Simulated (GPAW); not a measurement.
# Calculated records

```
! title: NaHF2 (R-3m): one start, several treatments of the self-energy
! method: DFT, LDA, plane waves, PAW (and 3 further levels or steps)
! program: GPAW 26.7.0
! settings of one run: cutoff 600 eV, GPAW PAW setups 1.2.1 data release, 4×4×4 k-mesh, nbands 317
! cost: 6 runs, 14 min in all on 4 MPI ranks of Arm Neoverse V1, shared host (the runs of this entry)
! notes: The cell and positions come from the Crystallography Open Database and are kept as given unless a step says otherwise. Bands and cutoff are finite, so the gap is not at the basis limit. The miss can reach some tenths of an eV and take either sign; the mesh is an error of its own. The program warns of a poor linear fit in the extrapolation of some level, so the extrapolated values are rough.
! G0W0, Godby-Needs plasmon pole: 11.192 eV
! one-shot HSE06: 9.392 eV
! G0W0, extrapolated in the cutoff: 11.574 eV
! one-shot Hartree-Fock: 18.236 eV
! G0W0, full frequency, Hilbert transform: 11.221 eV
! known limits: not at the basis limit
CELL_PARAMETERS angstrom
1.73700 1.00286 4.58333
-1.73700 1.00286 4.58333
0.00000 -2.00571 4.58333
ATOMIC_POSITIONS crystal
Na 0.00000 0.00000 0.00000
H 0.50000 0.50000 0.50000
F 0.41760 0.41760 0.41760
F 0.58240 0.58240 0.58240
```

[Paths, hosts, dates, memory and timing lines, banners, echoed tables and standing remarks are left out of the program output.]

[Logs are printed without paths, hosts, clocks, repeated set-up lines and the standing remarks that a program may print on its own settings, such as how far it seeks lower states.]

[Runs of the session that timed out or met a known fault of the program may be left out.]

[Hosts, paths, dates, database ids (printed as entryN), source tags and the programs' standing remarks are cut or masked in the printed files.]
